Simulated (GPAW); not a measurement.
# TiSi2As4 monolayer: work function by functional and basis, part 2 of 2

Aim: the work function of both faces of TiSi2As4 monolayer, and its spread over functionals and bases.

GPAW 26.7.0; GPAW, PAW setups; layer in a repeated cell with vacuum, relaxation of atoms and in-plane cell (the session's first sound run).

So far, upper work function (eV): step 3 (plane waves, PBE) 5.05; step 4 (self-consistent run: xc = "LDA") 5.33; step 5 (self-consistent run: xc = "vdW-DF2", GPAW, PAW setups, GPAW) 5.38; step 6 (OptPBE vdW: xc = "optPBE-vdW", GPAW, PAW setups, GPAW) 5.26.

### Step 7. Self-consistent run: xc = "revPBE"

Level of this step: GPAW, PAW setups; slab in vacuum (GPAW).

The same geometry under revPBE, to see how far the functional moves the levels against the vacuum.

run.py

```python
import json
import numpy as np
from ase import Atoms
from gpaw import GPAW, PW

slab = Atoms(
    ['As', 'Si', 'As', 'Ti', 'As', 'Si', 'As'],
    positions=[
        [-0.00000, 0.00000, 7.00000],
        [-0.00000, 2.14091, 8.09619],
        [-0.00000, 2.14091, 10.46831],
        [-0.00000, 0.00000, 11.94961],
        [-0.00000, 2.14091, 13.43092],
        [-0.00000, 2.14091, 15.80303],
        [-0.00000, 0.00000, 16.89923]],
    cell=[[3.70817, -0.0, 0.0], [-1.85408, 3.21137, 0.0], [0.0, 0.0, 23.8992]],
    pbc=[True, True, False])

slab.calc = GPAW(mode=PW(400), xc='revPBE', kpts={'size': (9, 9, 1), 'gamma': True},
                 occupations={'name': 'fermi-dirac', 'width': 0.05}, nbands='200%',
                 convergence={'density': 1e-05}, maxiter=200,
                 poissonsolver={'dipolelayer': 'xy'},
                 symmetry={'tolerance': 1e-3}, txt='slab.txt')
result = {}
energy = slab.get_potential_energy()
fermi = slab.calc.get_fermi_level()
v = slab.calc.get_electrostatic_potential().mean((0, 1)) - fermi
n = slab.calc.get_pseudo_density().mean((0, 1))
L = slab.cell[2, 2]
z = np.arange(len(v)) * L / len(v)
low, high = slab.positions[:, 2].min(), slab.positions[:, 2].max()
below, above = np.interp([low - 4.8, high + 4.8], z, v)
slopes = [np.interp(x, z, np.gradient(v, z)) for x in (low - 4.8, high + 4.8)]
eps = np.array([[slab.calc.get_eigenvalues(k, s) for k in range(len(slab.calc.get_ibz_k_points()))]
                for s in range(slab.calc.get_number_of_spins())]) - fermi
top, bottom = eps[eps < 0].max(), eps[eps > 0].min()
dipole = slab.get_dipole_moment()[2]
print(f'energy {energy:.4f} eV, Fermi level {fermi:.4f} eV, dipole {dipole:.5f} e A')
print(f'potential 4.8 A off the faces, from the Fermi level: lower {below:.4f} eV, upper {above:.4f} eV')
print(f'slope of the potential there: lower {slopes[0]:.5f}, upper {slopes[1]:.5f} eV/A')
print(f'nearest levels on the mesh: {top:.4f} and {bottom:.4f} eV')
print('magnetic moment', round(slab.get_magnetic_moment(), 3))
result.update(energy=energy, fermi=fermi, dipole=dipole, below=below, above=above, slopes=slopes, edges=[top, bottom],
              z=z.tolist(), v=v.tolist(), n=n.tolist(), positions=slab.positions.tolist(),
              forces=slab.get_forces(apply_constraint=False).tolist(), moments=slab.get_magnetic_moments().tolist())
json.dump(result, open('result.json', 'w'))
```

Run with:

```console
OMP_NUM_THREADS=1 OPENBLAS_NUM_THREADS=1 python run.py
```

Log:

```text
energy -35.6194 eV, Fermi level 0.6964 eV, dipole 0.00041 e A
potential 4.8 A off the faces, from the Fermi level: lower 4.9567 eV, upper 4.9484 eV
slope of the potential there: lower -0.00018, upper 0.00018 eV/A
nearest levels on the mesh: -0.1661 and 0.0032 eV
magnetic moment 0.0
```

It took 86 s on 1 thread of Arm Neoverse V1, shared host; peak memory 0.25 GiB.

Numbers from this step:

```yaml
dipole_along_the_normal: 4.11e-4 e·Å
levels_nearest_the_fermi_level_on_the_mesh: -0.1661, 0.003213 eV from the Fermi level
upper_work_function: 4.948 eV
lower_work_function: 4.957 eV
```

Table of electrostatic potential energy of an electron (without an applied field's), less the Fermi level, planar mean by z:

| z (Å) | electrostatic potential energy of an electron (without an applied field's), less the Fermi level, planar mean (eV) |
| --- | --- |
| 0.0 | 4.95 |
| 0.5 | 4.96 |
| 1.0 | 4.96 |
| 1.5 | 4.96 |
| 2.0 | 4.96 |
| 2.5 | 4.96 |
| 3.0 | 4.96 |
| 3.5 | 4.95 |
| 4.0 | 4.95 |
| 4.5 | 4.92 |
| 5.0 | 4.80 |
| 5.5 | 4.33 |
| 6.0 | 2.43 |
| 6.5 | -4.28 |
| 7.0 | -13.7 |
| 7.5 | -9.81 |
| 8.0 | -10.9 |
| 8.5 | -5.37 |
| 9.0 | 1.06 |
| 9.5 | 1.71 |
| 10.0 | -4.46 |
| 10.5 | -12.0 |
| 11.0 | -5.55 |
| 11.5 | -6.85 |
| 12.0 | -11.9 |
| 12.5 | -5.57 |
| 13.0 | -6.88 |
| 13.5 | -11.7 |
| 14.0 | -2.56 |
| 14.5 | 2.05 |
| 15.0 | 0.223 |
| 15.5 | -7.15 |
| 16.0 | -10.6 |
| 16.5 | -10.7 |
| 17.0 | -12.8 |
| 17.5 | -2.28 |
| 18.0 | 3.03 |
| 18.5 | 4.48 |
| 19.0 | 4.83 |
| 19.5 | 4.92 |
| 20.0 | 4.94 |
| 20.5 | 4.95 |
| 21.0 | 4.95 |
| 21.5 | 4.95 |
| 22.0 | 4.95 |
| 22.5 | 4.95 |
| 23.0 | 4.95 |
| 23.5 | 4.95 |

The upper face's work function is 4.948 eV, against 5.054 eV in the first plane-wave PBE run at this geometry.

### Step 8. Self-consistent run: xc = "RPBE"

The same geometry under RPBE, to see how far the functional moves the levels against the vacuum.

Changes to run.py since step 7:

```diff
@@ -18,3 +18,3 @@
 
-slab.calc = GPAW(mode=PW(400), xc='revPBE', kpts={'size': (9, 9, 1), 'gamma': True},
+slab.calc = GPAW(mode=PW(400), xc='RPBE', kpts={'size': (9, 9, 1), 'gamma': True},
                  occupations={'name': 'fermi-dirac', 'width': 0.05}, nbands='200%',
```

Log:

```text
energy -35.2907 eV, Fermi level 0.7156 eV, dipole 0.00041 e A
potential 4.8 A off the faces, from the Fermi level: lower 4.9523 eV, upper 4.9440 eV
slope of the potential there: lower -0.00018, upper 0.00018 eV/A
nearest levels on the mesh: -0.0033 and 0.0727 eV
magnetic moment 0.0
```

It took 86 s on 1 thread; peak memory 0.25 GiB.

This step gave:

* dipole along the normal: 4.12e-4 e·Å
* levels nearest the Fermi level on the mesh: -0.003282, 0.07274 eV from the Fermi level
* upper work function: 4.944 eV
* lower work function: 4.952 eV

The electrostatic potential energy of an electron (without an applied field's), less the Fermi level, planar mean oscillates, so the rows of the table below give means over windows of 1 Å about each position, cut where the curve ends. Its maxima inside the range that stand out by 2 % of the span (Å: eV): 7.6: -9.44, 9.3: 2.12, 11.2: -4.47, 12.7: -4.47, 14.6: 2.12, 16.3: -9.45. Its minima: 7.0: -14.0, 8.0: -11.0, 10.5: -12.2, 11.9: -12.2, 13.4: -12.2, 15.9: -11.0, 16.9: -14.0.

Electrostatic potential energy of an electron (without an applied field's), less the Fermi level, planar mean against z; means over each step:

| z (Å) | electrostatic potential energy of an electron (without an applied field's), less the Fermi level, planar mean (eV) |
| --- | --- |
| 0 | 4.95 |
| 1 | 4.95 |
| 2 | 4.95 |
| 3 | 4.95 |
| 4 | 4.94 |
| 5 | 4.73 |
| 6 | 1.61 |
| 7 | -11.0 |
| 8 | -9.49 |
| 9 | 0.0336 |
| 10 | -4.98 |
| 11 | -7.19 |
| 12 | -9.65 |
| 13 | -7.76 |
| 14 | -3.60 |
| 15 | -0.789 |
| 16 | -9.90 |
| 17 | -10.3 |
| 18 | 2.38 |
| 19 | 4.78 |
| 20 | 4.93 |
| 21 | 4.94 |
| 22 | 4.94 |
| 23 | 4.94 |

The upper face's work function is 4.944 eV, against 5.054 eV in the first plane-wave PBE run at this geometry.

### Step 9. Real-space grid: mode = "fd"

A real-space grid is a second complete basis, so it checks the plane-wave result.

Changes to run.py since step 8:

```diff
@@ -3,3 +3,3 @@
 from ase import Atoms
-from gpaw import GPAW, PW
+from gpaw import GPAW
 
@@ -18,3 +18,3 @@
 
-slab.calc = GPAW(mode=PW(400), xc='RPBE', kpts={'size': (9, 9, 1), 'gamma': True},
+slab.calc = GPAW(mode='fd', h=0.18, xc='PBE', kpts={'size': (9, 9, 1), 'gamma': True},
                  occupations={'name': 'fermi-dirac', 'width': 0.05}, nbands='200%',
```

Log:

```text
energy -37.6787 eV, Fermi level -5.0629 eV, dipole 0.00055 e A
potential 4.8 A off the faces, from the Fermi level: lower 5.0670 eV, upper 5.0586 eV
slope of the potential there: lower -0.00017, upper 0.00017 eV/A
nearest levels on the mesh: -0.1400 and 0.0294 eV
magnetic moment 0.0
```

Wall time 3.5 min (1 thread); peak memory 0.62 GiB.

This step gave:

| Property | Result |
| --- | --- |
| dipole along the normal | 5.53e-4 e·Å |
| levels nearest the Fermi level on the mesh | -0.1400, 0.02936 eV from the Fermi level |
| upper work function | 5.059 eV |
| lower work function | 5.067 eV |

The upper face's work function is 5.059 eV, against 5.054 eV in the first plane-wave PBE run at this geometry.

### Step 10. Atomic orbitals: mode = "lcao"

Atom-centred orbitals end a few angstrom from the surface, which tests how much the density's tail matters.

Changes to run.py since step 9:

```diff
@@ -18,4 +18,4 @@
 
-slab.calc = GPAW(mode='fd', h=0.18, xc='PBE', kpts={'size': (9, 9, 1), 'gamma': True},
-                 occupations={'name': 'fermi-dirac', 'width': 0.05}, nbands='200%',
+slab.calc = GPAW(mode='lcao', basis='dzp', h=0.18, xc='PBE', kpts={'size': (9, 9, 1), 'gamma': True},
+                 occupations={'name': 'fermi-dirac', 'width': 0.05}, nbands='120%',
                  convergence={'density': 1e-05}, maxiter=200,
```

Log:

```text
energy -36.7732 eV, Fermi level -4.8303 eV, dipole 0.00055 e A
potential 4.8 A off the faces, from the Fermi level: lower 4.8345 eV, upper 4.8262 eV
slope of the potential there: lower -0.00000, upper -0.00000 eV/A
nearest levels on the mesh: -0.1422 and 0.0294 eV
magnetic moment 0.0
```

Run time: 2.3 min. Hardware: 1 thread; peak memory 0.32 GiB.

This step gave:

| Quantity | Value |
| --- | --- |
| dipole along the normal | 5.54e-4 e·Å |
| levels nearest the Fermi level on the mesh | -0.1422, 0.02940 eV from the Fermi level |
| upper work function | 4.826 eV |
| lower work function | 4.835 eV |

The electrostatic potential energy of an electron (without an applied field's), less the Fermi level, planar mean oscillates, so the rows of the table below give means over windows of 1 Å about each position, cut where the curve ends. Its maxima inside the range that stand out by 2 % of the span (Å: eV): 7.6: -9.40, 9.3: 2.21, 11.2: -4.45, 12.7: -4.45, 14.6: 2.21, 16.3: -9.41. Its minima: 7.1: -13.9, 8.1: -10.9, 10.5: -12.0, 11.9: -12.1, 13.4: -12.0, 15.8: -10.9, 16.8: -14.0.

Electrostatic potential energy of an electron (without an applied field's), less the Fermi level, planar mean against z; means over each step:

z (Å), electrostatic potential energy of an electron (without an applied field's), less the Fermi level, planar mean (eV) and a bar from the least value:
```
        0        4.8 ##############################
        1        4.8 ##############################
        2        4.8 ##############################
        3        4.8 ##############################
        4        4.8 ##############################
        5        4.7 ##############################
        6        1.7 ########################
        7      -11.0 
        8       -9.5 ###
        9        0.2 #####################
       10       -4.9 ############
       11       -7.1 #######
       12       -9.6 ###
       13       -7.7 ######
       14       -3.5 ##############
       15       -0.7 ####################
       16       -9.9 ##
       17      -10.3 #
       18        2.4 #########################
       19        4.7 ##############################
       20        4.8 ##############################
       21        4.8 ##############################
       22        4.8 ##############################
       23        4.8 ##############################
```

The upper face's work function is 4.826 eV, against 5.054 eV in the first plane-wave PBE run at this geometry.

### Step 11. All levels side by side

Times are for 1 thread of Arm Neoverse V1, shared host. Results by setting:

| no. | run | upper work function (eV) | lower work function (eV) | time | memory (GiB) |
| --- | --- | --- | --- | --- | --- |
| 1 | pw | 5.054 | 5.062 | 85 s | 0.25 |
| 2 | LDA | 5.335 | 5.343 | 83 s | 0.25 |
| 3 | vdW DF2 | 5.383 | 5.391 | 2.2 min | 0.43 |
| 4 | optPBE vdW | 5.258 | 5.267 | 96 s | 0.43 |
| 5 | revPBE | 4.948 | 4.957 | 86 s | 0.25 |
| 6 | RPBE | 4.944 | 4.952 | 86 s | 0.25 |
| 7 | fd | 5.059 | 5.067 | 3.5 min | 0.62 |
| 8 | lcao | 4.826 | 4.835 | 2.3 min | 0.32 |

### Step 12. Side by side

Results and costs are gathered.

This step: comparison of work functions, dipole and cost (GPAW 26.7.0).

Ladder, by row:

| step | code | work function, upper (eV) | work function, lower (eV) | dipole (e Å) | wall time (s) | peak memory (GiB) | threads |
| --- | --- | --- | --- | --- | --- | --- | --- |
| pw | GPAW | 5.054 | 5.062 | 4.11e-4 | 84.88 | 0.25 | 1 |
| LDA | GPAW | 5.335 | 5.343 | 4.10e-4 | 82.76 | 0.25 | 1 |
| vdW-DF2 | GPAW | 5.383 | 5.391 | 4.13e-4 | 133.7 | 0.43 | 1 |
| optPBE-vdW | GPAW | 5.258 | 5.267 | 4.12e-4 | 96.25 | 0.43 | 1 |
| revPBE | GPAW | 4.948 | 4.957 | 4.11e-4 | 86.05 | 0.25 | 1 |
| RPBE | GPAW | 4.944 | 4.952 | 4.12e-4 | 86.15 | 0.25 | 1 |
| fd | GPAW | 5.059 | 5.067 | 5.53e-4 | 207.4 | 0.62 | 1 |
| lcao | GPAW | 4.826 | 4.835 | 5.54e-4 | 137.5 | 0.32 | 1 |

### Step 13. A changed run

One more run, with changed settings.

This step: GPAW, PAW setups; slab in vacuum (GPAW 26.7.0).

Changes to run.py since step 10:

```diff
@@ -3,3 +3,3 @@
 from ase import Atoms
-from gpaw import GPAW
+from gpaw import GPAW, PW
 
@@ -18,5 +18,5 @@
 
-slab.calc = GPAW(mode='lcao', basis='dzp', h=0.18, xc='PBE', kpts={'size': (9, 9, 1), 'gamma': True},
-                 occupations={'name': 'fermi-dirac', 'width': 0.05}, nbands='120%',
-                 convergence={'density': 1e-05}, maxiter=200,
+slab.calc = GPAW(mode=PW(60), xc='PBE', kpts={'size': (9, 9, 1), 'gamma': True},
+                 occupations={'name': 'fermi-dirac', 'width': 0.05}, nbands='200%',
+                 convergence={'density': 1e-05}, maxiter=50,
                  poissonsolver={'dipolelayer': 'xy'},
```

Log:

```text
energy 173.3929 eV, Fermi level 1.4522 eV, dipole 0.00044 e A
potential 4.8 A off the faces, from the Fermi level: lower 5.4062 eV, upper 5.3974 eV
slope of the potential there: lower -0.10758, upper 0.10757 eV/A
nearest levels on the mesh: -0.3803 and 0.0496 eV
magnetic moment 0.0
```

Run time: 14 s. Hardware: 1 thread; peak memory 0.13 GiB.

The run finished. A setting was moved off its sound value on purpose, so it serves as a test and not as the result.

The fault put into the input: a cutoff far too low (ecut = 60).

### Step 14. Outcome

* work function, upper and lower face: 5.054 and 5.062 eV
* dipole along the normal: 4.1e-4 e Å, near the numerical noise

In words: With plane waves and PBE the work function is 5.05 eV on the upper face and 5.06 eV on the lower. Over the sound runs of the table the upper face's work function spans 4.826 (lcao) to 5.383 eV (vdW-DF2). Atomic orbitals miss the plane-wave value by -0.23 eV, since they describe the tail of the density in the vacuum poorly. The small printed dipole stands for a step of -6.2 meV from the lower to the upper face, and the probes find -8.3 meV; values this small are near the numerical noise of both. The runs had no spin polarisation, so a magnetic state, which thin layers of d-metal atoms can have, wasn't tested. The layer's cell and atoms come from the relaxation; spin-orbit coupling and temperature are left out.

[Logs are printed without paths, hosts, clocks, repeated set-up lines and the standing remarks that a program may print on its own settings, such as how far it seeks lower states.]

[Hosts, paths, dates, database ids (printed as entryN), source tags and the programs' standing remarks are cut or masked in the printed files.]
